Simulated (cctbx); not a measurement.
## What is wrong with this refinement?

Cell a = 4.5460 Å, b = 4.5460 Å, c = 4.5460 Å, α = 90.00°, β = 90.00°, γ = 90.00°; space group Pm-3m (no. 221).

The data are simulated with cctbx, not measured: Ga Kα, λ = 1.3414 Å, to d = 0.83 Å, 70 % of the full sphere, strongest reflection 70000 counts, noise from counting, a 2 % proportional error and a noise floor of 8 counts (s.d.); no absorption.

An anisotropic refinement with weights 1/σ² prints:

```text
Rint 0.021, 7 unique reflections to 1.61 A
cycle     R1     wR2    GooF  max shift (A)
   1  0.0038  0.0113   1.397   0.00000
   2  0.0032  0.0056   0.689   0.00000
final R1 0.0032 wR2 0.0056 GooF 0.689  parameters 5  data/parameter 1.4
atom        x        y        z      Ueq    occ   su(xyz)  su(Uiso or U11)
W1     0.50000  0.50000  0.50000   0.0040  1.000  0.00000  0.0012
W2     0.50000  0.00000  0.00000   0.0043  1.000  0.00000  0.0011
N1     0.00000  0.50000  0.50000  -0.0086  1.000  0.00000  0.0121  NPD
difference map: max 0.10 min -0.14 rms 0.04
Q1    0.2483  0.2483  0.2483    8    0.10  1.96 A from W2
```

**Question.** Can this result stand? If not, what is the likely fault?

Mend it. The fault: data cut at low resolution. Against the right model at the same level, R1 goes from 0.0043 to 0.0032 and GooF from 0.86 to 0.69 and N1 goes non-positive-definite. The atoms are right, but there are too few data for the parameters: R1 flatters and the s.u.s grow. Data per parameter fall from 6.4 to 1.4.

The compound is W4N3. The right model at the same level gives:

```text
Rint 0.016, 32 unique reflections to 0.84 A
cycle     R1     wR2    GooF  max shift (A)
   1  0.0047  0.0107   1.075   0.00000
   2  0.0043  0.0086   0.864   0.00000
final R1 0.0043 wR2 0.0086 GooF 0.864  parameters 5  data/parameter 6.4
atom        x        y        z      Ueq    occ   su(xyz)  su(Uiso or U11)
W1     0.50000  0.50000  0.50000   0.0030  1.000  0.00000  0.0002
W2     0.50000  0.00000  0.00000   0.0034  1.000  0.00000  0.0002
N1     0.00000  0.50000  0.50000   0.0060  1.000  0.00000  0.0030
difference map: max 0.30 min -0.38 rms 0.09
Q1    0.0000  0.2850  0.5000   12    0.30  0.98 A from N1
Q2    0.2928  0.2928  0.2928    8    0.25  1.63 A from W1
Q3    0.0964  0.0964  0.3131   24    0.24  1.05 A from W2
Q4    0.0751  0.0751  0.0751    8    0.10  1.99 A from W2
Q5    0.4205  0.4205  0.4205    8    0.08  0.63 A from W1
Q6    0.0864  0.5000  0.5000    6    0.06  0.39 A from N1
```

The model was made for the exercise: a known structure type with other elements put in, its volume estimated, not relaxed; displacement parameters are assumed.

[Middle refinement cycles are left out of these outputs.]

[Logs are printed without paths, hosts, clocks, repeated set-up lines and the standing remarks that a program may print on its own settings, such as how far it seeks lower states.]
